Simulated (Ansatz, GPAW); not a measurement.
# Ballistic transport through hexatriene-1,6-dithiol between two Ni chains, from relaxation to T(E), part 2 of 4

Aim: the conductance of hexatriene-1,6-dithiol between two Ni chains after relaxation, and whether geometry, basis or functional moves it most.

GPAW 26.7.0 and Ansatz 0.2.0; Ansatz plane waves; relaxation of the junction with the lead ends held (the session's first sound run).

So far. Step 2 (Relaxation): The relaxation lowered the energy of the cell by 1.52 eV.

## Step 3: Plane waves, PBE

Plane waves give the reference curve, free of the bias of atom-centred orbitals.

This step: Ansatz plane waves; Landauer transmission by layers, zero bias (Ansatz 0.2.0).

Input file input.yaml:

```yaml
crystal:
  lattice:
    - [12.086046068, 0.0, 0.0]
    - [0.0, 9.0, 0.0]
    - [0.0, 0.0, 42.7813647821]
  atoms:
    - { symbol: Ni, position: [0.5, 0.5, 0.0252446364], spin: 1.0 }
    - { symbol: Ni, position: [0.5, 0.5, 0.0757339093], spin: 1.0 }
    - { symbol: Ni, position: [0.5, 0.5, 0.1262231822], spin: 1.0 }
    - { symbol: Ni, position: [0.5, 0.5, 0.176712455], spin: 1.0 }
    - { symbol: Ni, position: [0.5, 0.5, 0.2272017279], spin: 1.0 }
    - { symbol: Ni, position: [0.5, 0.5, 0.2776910008], spin: 1.0 }
    - { symbol: Ni, position: [0.4077031954, 0.5983103545, 0.3165686863], spin: 1.0 }
    - { symbol: Ni, position: [0.4657451257, 0.5042231318, 0.3610687822], spin: 1.0 }
    - { symbol: S, position: [0.3536687088, 0.4732567413, 0.3976719295] }
    - { symbol: C, position: [0.3748328729, 0.4929279084, 0.4371050069] }
    - { symbol: H, position: [0.5499766014, 0.4888472241, 0.4460282137] }
    - { symbol: H, position: [0.2945847388, 0.499265119, 0.4490012379] }
    - { symbol: C, position: [0.4673264679, 0.4950385064, 0.4563640083] }
    - { symbol: C, position: [0.4568262175, 0.5016698207, 0.4892680672] }
    - { symbol: H, position: [0.6278993723, 0.4932157111, 0.5013778388] }
    - { symbol: H, position: [0.3725096207, 0.5078200931, 0.4985922602] }
    - { symbol: C, position: [0.5435841244, 0.4994503934, 0.5107000181] }
    - { symbol: C, position: [0.5330619605, 0.5060274687, 0.5436040816] }
    - { symbol: H, position: [0.7058139914, 0.5018684094, 0.5509879433] }
    - { symbol: H, position: [0.4503984798, 0.5121272882, 0.5539350166] }
    - { symbol: C, position: [0.625529278, 0.5081954944, 0.562873149] }
    - { symbol: S, position: [0.6465884704, 0.5278866683, 0.6023109814] }
    - { symbol: Ni, position: [0.5344885067, 0.4965560628, 0.6388863612], spin: 1.0 }
    - { symbol: Ni, position: [0.5927235862, 0.4027108063, 0.6833926231], spin: 1.0 }
    - { symbol: Ni, position: [0.5, 0.5, 0.7223089992], spin: 1.0 }
    - { symbol: Ni, position: [0.5, 0.5, 0.7727982721], spin: 1.0 }
    - { symbol: Ni, position: [0.5, 0.5, 0.823287545], spin: 1.0 }
    - { symbol: Ni, position: [0.5, 0.5, 0.8737768178], spin: 1.0 }
    - { symbol: Ni, position: [0.5, 0.5, 0.9242660907], spin: 1.0 }
    - { symbol: Ni, position: [0.5, 0.5, 0.9747553636], spin: 1.0 }
magnetization:
  spin_polarized: true
kpoints:
  mp_grid: { grid: [1, 1, 2] }
hamiltonian:
  xc: pbe
scf:
  occupations: { method: fermi_dirac, width: 0.1 }
output:
  transmission:
    leads: [[0, 1]]
    e_range: [-2, 2]
    de: 0.025
    kmesh: [1, 1]
    reduced_basis: true
  write_potential: true
  write_density: true
  volumetric_format: npy
```

Command:

```console
ansatz run input.yaml --threads 4 --pin off --max-ram 8192MiB --backend cpu --events-out ev --progress --plain --runs-dir out
```

Numbers of over 12 decimals in the logs are rounded to 6 here.

Log:

```text
[...]
Crystal: 30 atoms, lattice volume = 4653.518 Å³
Basis set: ecut = 420 eV, 90925 PW (Γ)
Bands: 208, of which v1, the nominal top of the filled ones, is band 165 counted from 1 (164 counted from 0)
Symmetry: 1 space group operations
[...]
k-points: 2
[...]
Starting moments: Σ|m| = 16 μB on 16 of 30 sites
[...]
SCF iter   1: F=—  HF=-96786.948300 eV  |F-HF|=—  |Δ(HF+E_count)|=         —  Δρ=2.36e-2 (↑2.36e-2 ↓1.27e-2)  dr2=6.03e1  dr2_m=4.44e0  M=20.055 μB ∫|m|=20.620 μB  β_m=0.30  ethr=3.10e-3  ⟨swp⟩=7.5  Hψ=3683  notcnv=0  defer=67
[...]
SCF iter  27: F=-96797.923461 eV  HF=-96797.923461 eV  |F-HF|=2.97e-8  |Δ(HF+E_count)|=   1.75e-8  Δρ=9.28e-7 (↑1.81e-7 ↓9.28e-7)  dr2=4.53e-8  dr2_m=8.12e-9  M=17.086 μB ∫|m|=18.137 μB  ethr=1.57e-11  ⟨swp⟩=16.0  Hψ=4333  notcnv=0
SCF 1 converged in 27 iterations: F = -96797.923461 eV  dr2 = 4.53e-8
[...]
transmission: 14 of 136 steps passed
transmission: 28 of 136 steps passed
[...]
transmission: 136 of 136 steps passed
WARN: The input density's exchange-correlation potential varies sharply where the density is thin. Do not read a vacuum level from v_tot or v_xc, or from such a field of the output density. On a cell that repeats whose density bears no net charge and no dipole along the vacuum's axis use v_es (v_loc + v_h of the components); under efield.dipole_correction with no amplitude use v_es + v_field, which holds any external [...]
SCF converged after 27 iterations
the last check of whether an eigenvalue changes by more than its tolerance under the output density was not made (no_room)
Magnetization: 17.0864 μB (173.5432 up, 156.4568 down)
Absolute magnetization: 18.1414 μB (∫|ρ↑−ρ↓|, with the PAW one-centre terms)
[...]
Per-site moments (μB) at R_I (Å): [(1.093107, 0.891000), (1.089145, 0.891000), (1.093801, 0.891000), (1.075235, 0.891000), (1.101697, 0.891000), (1.037971, 0.891000), (0.994965, 0.903137), (0.741686, 0.861785), (0.014285, 0.707620), (-0.00248687, 0.452425), (-0.000159824, 0.451203), (0.000971848, 0.452425), (0.00352825, 0.451203), (0.00039035, 0.451995), (7.2758142839984e-6, 0.451992), (7.268780353508426e-6, 0.451995 [...]
Free energy (F): -96797.923461 eV
[...]
Internal energy: -96796.436277 eV  (E = F + TS)
E sigma→0 (E₀):  -96797.179869 eV
Entropy (-TS):   -1.487184 eV (-49.573 meV/atom)
Fermi energy:    -3.611879 eV
[...]
--- Band table (eV) ---
  k-point 0 ↑: bands = [... 161 lower, -4.4964, -4.4869, -4.4506, -4.4379, -4.4104, -4.3995, -4.3976, -4.3535, ... 39 higher]
  k-point 1 ↑: bands = [... 161 lower, -4.5369, -4.4614, -4.4529, -4.4332, -4.4232, -4.4102, -4.3773, -4.3501, ... 39 higher]
  k-point 0 ↓: bands = [... 161 lower, -3.5102, -3.4742, -3.4651, -3.4041, -3.3512, -3.3264, -3.2621, -3.2402, ... 39 higher]
  k-point 1 ↓: bands = [... 161 lower, -3.4899, -3.4875, -3.4294, -3.4153, -3.3502, -3.3227, -3.2909, -3.2548, ... 39 higher]
--- Transmission ---
  basis      : 963 plane waves across, 68 finite elements along
  points     : 1, standing for a mesh of 1 x 1
  filling    : by the input's occupations and mesh, since the crystals that have channels conduct as metals do. If one of these is a semiconductor, that mesh has misplaced its level
  energies   : 161 from -2.000000 to 2.000000 eV about the Fermi level, 0.025000 eV apart; the leads are filled to 0.000000 eV, and channels, transmission and decay are at 0.000000 eV
  crystal 0  : Ni1, at the sites [0, 1], period 2.1600 Å, over 25.92 Å; its Hamiltonian steps by up to 11.9 meV
    offset         : up to 0.0000 Å between an atom of the period and one for which it stands
    filled         : 25.5 meV over the level at which it is neutral
    channels       : 1.000000e0 up, 6.000000e0 down
    conductance    : 2.2267e14 S/m² at 300 K; may be off by some 0.0 % by where its bands' edges are placed, 6.1 % from the distance to neutral
  junction   : crystal 0 to crystal 0, 0.69 to 41.31 Å
    transmission   : 9.902985e-1 up, 7.070549e-1 down
    conductance    : 5.5147e13 S/m² at 300 K (5.5369e13 on every other energy)
    error estimate : 0.4 % from the energy spacing and 0.0 % from band edges of the leads and from resonances (wavevectors taken as independent; lower de), 12.2 % from the steps of its leads' Hamiltonians or their offsets (lay more layers), 2.9 % from the distance to neutral
    resistance     : 6.5361e-3 Ω µm² beyond half of each lead's own
```

Run time: 8 h. Hardware: 4 threads of Arm Neoverse N1, shared host; peak memory 7.3 GiB; 23 h of CPU time.

The column dr2 measures how far the density is from self-consistency, as an energy; F and HF (Harris–Foulkes) agree once it is small.

This step gave:

- free energy: -96797.9235 eV
- lead level: 0 eV from the Fermi level
- transmission at the Fermi level, spin up: 0.9903
- transmission at the Fermi level, spin down: 0.7071
- lead channels, spin up: 1
- lead channels, spin down: 6
- step of the potential along the lead: 11.9 meV
- offset of the lead: 0 Å
- filling of the lead less its bulk value, in size: 25.5 meV
- conductance: 0.7742 G₀

Each spin. Transmission, zone mean against energy, zero at the Fermi level:

| energy (eV) | T, spin up | T, spin down |
| --- | --- | --- |
| -2.000 | 0.547 | 0.300 |
| -1.900 | 0.696 | 0.280 |
| -1.800 | 0.487 | 0.0378 |
| -1.700 | 0.0964 | 0.0148 |
| -1.600 | 0.0363 | 0.00925 |
| -1.500 | 0.169 | 0.00624 |
| -1.425 | 0.966 | 0.00448 |
| -1.400 | 0.488 | 0.00458 |
| -1.300 | 0.149 | 0.0212 |
| -1.200 | 0.130 | 0.705 |
| -1.100 | 0.181 | 0.813 |
| -1.000 | 0.550 | 0.504 |
| -0.900 | 0.990 | 0.933 |
| -0.800 | 0.804 | 0.276 |
| -0.700 | 0.0272 | 0.0809 |
| -0.600 | 0.00943 | 0.171 |
| -0.500 | 0.0196 | 0.366 |
| -0.400 | 0.0322 | 0.890 |
| -0.325 | 0.0478 | 1.00 |
| -0.300 | 0.0554 | 0.989 |
| -0.200 | 0.114 | 0.865 |
| -0.100 | 0.345 | 0.762 |
| 0.000 | 0.990 | 0.707 |
| 0.100 | 0.275 | 0.853 |
| 0.200 | 0.0909 | 0.341 |
| 0.300 | 0.0437 | 0.969 |
| 0.325 | 0.0377 | 0.974 |
| 0.400 | 0.0258 | 0.532 |
| 0.500 | 0.0174 | 0.139 |
| 0.600 | 0.0129 | 0.0649 |
| 0.700 | 0.0102 | 0.0548 |
| 0.800 | 0.00867 | 0.0325 |
| 0.900 | 0.00779 | 0.0218 |
| 1.000 | 0.00742 | 0.0166 |
| 1.100 | 0.00752 | 0.0141 |
| 1.200 | 0.00816 | 0.0133 |
| 1.300 | 0.00957 | 0.0139 |
| 1.400 | 0.0123 | 0.0162 |
| 1.500 | 0.0180 | 0.0213 |
| 1.600 | 0.0318 | 0.0331 |
| 1.700 | 0.0787 | 0.0668 |
| 1.800 | 0.525 | 0.230 |
| 1.825 | 0.994 | 0.364 |
| 1.900 | 0.639 | 0.907 |
| 1.925 | 0.887 | 0.537 |
| 2.000 | 0.160 | 0.0589 |

Each spin. The open channels, zone mean by energy, zero at the Fermi level:

| energy (eV) | channels, spin up | channels, spin down |
| --- | --- | --- |
| -2.000 | 3 | 1 |
| -1.800 | 4 | 3 |
| -1.600 | 4 | 3 |
| -1.400 | 6 | 3 |
| -1.200 | 6 | 4 |
| -1.000 | 4 | 4 |
| -0.800 | 4 | 4 |
| -0.600 | 1 | 6 |
| -0.400 | 1 | 6 |
| -0.200 | 1 | 6 |
| 0.000 | 1 | 6 |
| 0.200 | 1 | 4 |
| 0.400 | 1 | 4 |
| 0.600 | 1 | 3 |
| 0.800 | 1 | 1 |
| 1.000 | 1 | 1 |
| 1.200 | 1 | 1 |
| 1.400 | 1 | 1 |
| 1.600 | 1 | 1 |
| 1.800 | 1 | 1 |
| 2.000 | 1 | 1 |

At 0.0000 eV from the Fermi level; k in fractions of b1, b2; points that symmetry leaves. k resolved, by row:

| spin | k1 | k2 | weight | t_junction_0 | channels_crystal_0 |
| --- | --- | --- | --- | --- | --- |
| up | 0 | 0 | 1 | 0.9903 | 1 |
| dn | 0 | 0 | 1 | 0.7071 | 6 |

Crystal 0, spin up, k parallel (0, 0); distinct values, listed up to 1.5 1/Å. The Im kz of the slowest decaying states by energy, zero at the Fermi level:

| energy (eV) | decay 1 (Å⁻¹) | decay 2 (Å⁻¹) | decay 3 (Å⁻¹) | decay 4 (Å⁻¹) |
| --- | --- | --- | --- | --- |
| -2.0000 | 0.250 | 0.721 | 0.721 | 1.25 |
| -1.7500 | 0.482 | 0.482 | 1.23 | 1.26 |
| -1.5000 | 1.21 | 1.24 | 1.27 | 1.36 |
| -1.2500 | 1.18 | 1.22 | 1.25 | 1.34 |
| -1.0000 | 0.137 | 0.138 | 1.16 | 1.19 |
| -0.7500 | 0.587 | 0.588 | 1.13 | 1.17 |
| -0.5000 | 0.169 | 0.171 | 0.270 | 0.780 |
| -0.2500 | 0.265 | 0.267 | 0.395 | 0.913 |
| 0.0000 | 0.320 | 0.321 | 0.486 | 1.01 |
| 0.2500 | 0.354 | 0.355 | 0.558 | 1.04 |
| 0.5000 | 0.372 | 0.374 | 0.620 | 1.02 |
| 0.7500 | 0.379 | 0.381 | 0.672 | 0.998 |
| 1.0000 | 0.375 | 0.378 | 0.719 | 0.973 |
| 1.2500 | 0.360 | 0.364 | 0.760 | 0.938 |
| 1.5000 | 0.334 | 0.340 | 0.797 | 0.901 |
| 1.7500 | 0.295 | 0.303 | 0.830 | 0.863 |
| 2.0000 | 0.238 | 0.250 | 0.823 | 0.861 |

Crystal 0, spin up, k parallel (0, 0). Table of Re kz of states that move upwards by energy, zero at the Fermi level:

| energy (eV) | channel 1 (Å⁻¹) | channel 2 (Å⁻¹) | channel 3 (Å⁻¹) | channel 4 (Å⁻¹) | channel 5 (Å⁻¹) | channel 6 (Å⁻¹) |
| --- | --- | --- | --- | --- | --- | --- |
| -2.000 | -0.709 | -0.708 | 0.800 | - | - | - |
| -1.800 | -0.627 | -0.626 | 0.158 | 0.851 | - | - |
| -1.600 | -0.547 | -0.546 | 0.335 | 0.907 | - | - |
| -1.400 | -0.467 | -0.466 | 0.445 | 0.557 | 0.557 | 0.970 |
| -1.200 | -0.385 | -0.384 | 0.529 | 0.889 | 0.890 | 1.05 |
| -1.000 | -0.297 | -0.295 | 0.598 | 1.14 | - | - |
| -0.800 | -0.189 | -0.187 | 0.657 | 1.28 | - | - |
| -0.600 | 0.708 | - | - | - | - | - |
| -0.400 | 0.753 | - | - | - | - | - |
| -0.200 | 0.794 | - | - | - | - | - |
| 0.000 | 0.830 | - | - | - | - | - |
| 0.200 | 0.864 | - | - | - | - | - |
| 0.400 | 0.895 | - | - | - | - | - |
| 0.600 | 0.925 | - | - | - | - | - |
| 0.800 | 0.953 | - | - | - | - | - |
| 1.000 | 0.981 | - | - | - | - | - |
| 1.200 | 1.01 | - | - | - | - | - |
| 1.400 | 1.03 | - | - | - | - | - |
| 1.600 | 1.06 | - | - | - | - | - |
| 1.800 | 1.08 | - | - | - | - | - |
| 2.000 | 1.11 | - | - | - | - | - |

Crystal 0, spin dn, k parallel (0, 0); distinct values, listed up to 1.5 1/Å. Table of Im kz of the slowest decaying states by energy, zero at the Fermi level:

| energy (eV) | decay 1 (Å⁻¹) | decay 2 (Å⁻¹) | decay 3 (Å⁻¹) | decay 4 (Å⁻¹) |
| --- | --- | --- | --- | --- |
| -2.000 | 0.161 | 0.164 | 0.565 | 1.08 |
| -1.800 | 0.486 | 1.02 | 1.03 | 1.22 |
| -1.600 | 0.388 | 0.955 | 0.956 | 1.20 |
| -1.400 | 0.248 | 0.874 | 0.875 | 1.18 |
| -1.200 | 0.774 | 0.775 | 1.16 | 1.19 |
| -1.000 | 0.644 | 0.645 | 1.13 | 1.17 |
| -0.800 | 0.452 | 0.453 | 1.11 | 1.15 |
| -0.600 | 1.09 | 1.13 | 1.17 | 1.27 |
| -0.400 | 1.07 | 1.11 | 1.15 | 1.25 |
| -0.200 | 1.05 | 1.09 | 1.13 | 1.23 |
| 0.000 | 1.03 | 1.07 | 1.10 | 1.20 |
| 0.200 | 0.476 | 0.476 | 1.01 | 1.05 |
| 0.400 | 0.659 | 0.659 | 0.986 | 1.03 |
| 0.600 | 0.209 | 0.784 | 0.784 | 0.965 |
| 0.800 | 0.134 | 0.135 | 0.329 | 0.881 |
| 1.000 | 0.198 | 0.199 | 0.413 | 0.925 |
| 1.200 | 0.231 | 0.232 | 0.480 | 0.906 |
| 1.400 | 0.246 | 0.249 | 0.536 | 0.887 |
| 1.600 | 0.248 | 0.251 | 0.584 | 0.869 |
| 1.800 | 0.236 | 0.242 | 0.626 | 0.852 |
| 2.000 | 0.210 | 0.219 | 0.664 | 0.822 |

Crystal 0, spin dn, k parallel (0, 0). The Re kz of states that move upwards by energy, zero at the Fermi level:

| energy (eV) | channel 1 (Å⁻¹) | channel 2 (Å⁻¹) | channel 3 (Å⁻¹) | channel 4 (Å⁻¹) | channel 5 (Å⁻¹) | channel 6 (Å⁻¹) |
| --- | --- | --- | --- | --- | --- | --- |
| -2.000 | 0.630 | - | - | - | - | - |
| -1.800 | -1.19 | -1.19 | 0.665 | - | - | - |
| -1.600 | -1.04 | -1.04 | 0.700 | - | - | - |
| -1.400 | -0.930 | -0.929 | 0.734 | - | - | - |
| -1.200 | -0.835 | -0.834 | 0.173 | 0.769 | - | - |
| -1.000 | -0.750 | -0.749 | 0.352 | 0.804 | - | - |
| -0.800 | -0.671 | -0.670 | 0.470 | 0.842 | - | - |
| -0.600 | -0.595 | -0.594 | 0.211 | 0.212 | 0.565 | 0.884 |
| -0.400 | -0.522 | -0.521 | 0.596 | 0.597 | 0.645 | 0.931 |
| -0.200 | -0.449 | -0.448 | 0.714 | 0.888 | 0.888 | 0.989 |
| 0.000 | -0.375 | -0.375 | 0.772 | 1.06 | 1.32 | 1.32 |
| 0.200 | -0.299 | -0.298 | 0.821 | 1.15 | - | - |
| 0.400 | -0.214 | -0.213 | 0.863 | 1.30 | - | - |
| 0.600 | -0.101 | -0.0996 | 0.899 | - | - | - |
| 0.800 | 0.931 | - | - | - | - | - |
| 1.000 | 0.961 | - | - | - | - | - |
| 1.200 | 0.989 | - | - | - | - | - |
| 1.400 | 1.02 | - | - | - | - | - |
| 1.600 | 1.04 | - | - | - | - | - |
| 1.800 | 1.07 | - | - | - | - | - |
| 2.000 | 1.09 | - | - | - | - | - |

The electrostatic potential energy of an electron (with the applied field's), less the Fermi level, planar mean oscillates, so the rows of the table below give means over windows of 2.08 Å about each position, cut where the curve ends. Its first 14 maxima inside the range that stand out by 2 % of the span (Å: eV): 2.2: 4.70, 4.3: 4.69, 6.5: 4.66, 8.6: 4.62, 10.8: 4.53, 12.8: 4.03, 14.6: 4.24, 16.2: 4.02, 18.0: 4.25, 20.2: 4.08, 22.6: 4.08, 24.8: 4.25, 26.6: 4.02, 28.2: 4.24. Its first 14 minima: 1.0: 3.66, 3.3: 3.65, 5.3: 3.64, 7.6: 3.59, 9.7: 3.55, 11.9: 3.38, 13.5: 3.33, 15.4: 3.35, 17.1: 3.67, 19.2: 3.12, 21.4: 3.17, 23.6: 3.12, 25.7: 3.67, 27.3: 3.36.

Electrostatic potential energy of an electron (with the applied field's), less the Fermi level, planar mean against z; means over each step:

| z (Å) | electrostatic potential energy of an electron (with the applied field's), less the Fermi level, planar mean (eV) |
| --- | --- |
| 1.04 | 4.18 |
| 3.12 | 4.17 |
| 5.20 | 4.16 |
| 7.28 | 4.13 |
| 9.36 | 4.08 |
| 11.44 | 3.95 |
| 13.52 | 3.77 |
| 15.60 | 3.75 |
| 17.68 | 3.86 |
| 19.76 | 3.57 |
| 21.84 | 3.55 |
| 23.92 | 3.59 |
| 26.00 | 3.83 |
| 28.08 | 3.76 |
| 30.16 | 3.62 |
| 32.24 | 4.06 |
| 34.32 | 4.13 |
| 36.40 | 4.18 |
| 38.48 | 4.20 |
| 40.56 | 4.22 |

The valence density, planar mean (density) oscillates, so the rows of the table below give means over windows of 2.23 Å about each position, cut where the curve ends. Its first 14 maxima inside the range that stand out by 2 % of the span (Å: e/Å³): 1.0: 0.224, 3.3: 0.226, 5.3: 0.222, 7.6: 0.227, 9.7: 0.220, 11.9: 0.228, 13.5: 0.228, 15.4: 0.230, 16.8: 0.0377, 19.2: 0.0639, 21.4: 0.0600, 23.6: 0.0639, 26.0: 0.0377, 27.3: 0.230. Its first 14 minima: 2.2: 0.0128, 4.3: 0.0125, 6.5: 0.0127, 8.6: 0.0126, 10.8: 0.0129, 12.8: 0.0230, 14.6: 0.0162, 16.2: 0.0306, 18.0: 0.0226, 20.2: 0.0251, 22.6: 0.0251, 24.8: 0.0226, 26.6: 0.0307, 28.2: 0.0162.

Valence density, planar mean against z; means over each step:

| z (Å) | density (e/Å³) | rho spin (e/Å³) |
| --- | --- | --- |
| 1.11 | 0.0746 | 0.00469 |
| 3.34 | 0.0746 | 0.00465 |
| 5.57 | 0.0747 | 0.00471 |
| 7.80 | 0.0747 | 0.00464 |
| 10.03 | 0.0750 | 0.00468 |
| 12.26 | 0.0935 | 0.00561 |
| 14.49 | 0.105 | 0.00492 |
| 16.72 | 0.0456 | 0.00127 |
| 18.95 | 0.0405 | 4.2e-5 |
| 21.18 | 0.0401 | 2.2e-5 |
| 23.41 | 0.0409 | 3.5e-5 |
| 25.64 | 0.0313 | 4.1e-4 |
| 27.87 | 0.0871 | 0.00370 |
| 30.10 | 0.120 | 0.00714 |
| 32.33 | 0.0775 | 0.00474 |
| 34.56 | 0.0765 | 0.00484 |
| 36.79 | 0.0759 | 0.00483 |
| 39.02 | 0.0754 | 0.00471 |
| 41.25 | 0.0751 | 0.00479 |

The largest of the program's own error estimates on the conductance is 12 %. T at the Fermi level is 0.849 of 3.5 open channels a spin.

(Continued in part 3 of 4.)

[Logs are printed without paths, hosts, clocks, repeated set-up lines and the standing remarks that a program may print on its own settings, such as how far it seeks lower states.]

[Hosts, paths, dates, database ids (printed as entryN), source tags and the programs' standing remarks are cut or masked in the printed files.]
